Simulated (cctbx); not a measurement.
# What resolution and counting buy: Be3Bi2

Space group Pn-3m (no. 224, origin choice 1), a = 5.7630 Å, b = 5.7630 Å, c = 5.7630 Å, α = 90.00°, β = 90.00°, γ = 90.00°.

```csv
atom,mult.,x,y,z,Ueq (Å²)
Bi1,4,3/4,1/4,3/4,0.0082
Be1,6,1/2,1/2,0,0.0164
```

The model is made up (kin elements in a known structure type, no relaxation), so it says nothing on whether the phase exists.

Five simulated data sets (cctbx; Mo Kα, λ = 0.71073 Å; 6 % proportional error) differ in resolution or exposure (noise floor 15 counts in the first three, 8 in the last two). Each is refined with the right model, isotropic at 1.1 Å and anisotropic otherwise. How do the figures of merit and the uncertainties move?

| d min (Å) | top counts | ⟨I/σ⟩ (unmerged, absences included) | unique | param. (scale apart) | Rint | R1 | GooF | largest s.u. xyz (fractional) | s.u. U of Be1 (Å²) | largest error (Å) |
| --- | --- | --- | --- | --- | --- | --- | --- | --- | --- | --- |
| 1.1 | 70000 | 4.7 | 23 | 2 | 0.049 | 0.0096 | 1.02 | 0.00000 | 0.0084 | 0.0000 |
| 0.84 | 70000 | 4.3 | 43 | 4 | 0.044 | 0.0068 | 0.84 | 0.00000 | 0.0062 | 0.0000 |
| 0.6 | 70000 | 4.1 | 107 | 4 | 0.047 | 0.0118 | 0.98 | 0.00000 | 0.0035 | 0.0000 |
| 0.75 | 300 | 1.8 | 61 | 4 | 0.214 | 0.0262 | 1.00 | 0.00000 | 0.1391 | 0.0000 |
| 0.75 | 3000 | 3.9 | 61 | 4 | 0.065 | 0.0114 | 0.99 | 0.00000 | 0.0257 | 0.0000 |

The number of reflections grows roughly as 1/d³: 23, 43 and 107 here. R1 follows the noise rather than the truth: at 300 counts it is 0.0262, at 3000 counts 0.0114, while GooF is 1.00 and 0.99: the weights 1/σ² carry the noise. The s.u. of U (U11 where anisotropic) for Be1 goes 0.0084, 0.0062, 0.0035 Å² with resolution and 0.1391, 0.0257 Å² with exposure.

Hardware for the 0.6 Å refinement: 0.53 s on 1 thread of Arm Neoverse N1 (shared host), peak memory 0.09 GiB.

[Logs are printed without paths, hosts, clocks, repeated set-up lines and the standing remarks that a program may print on its own settings, such as how far it seeks lower states.]
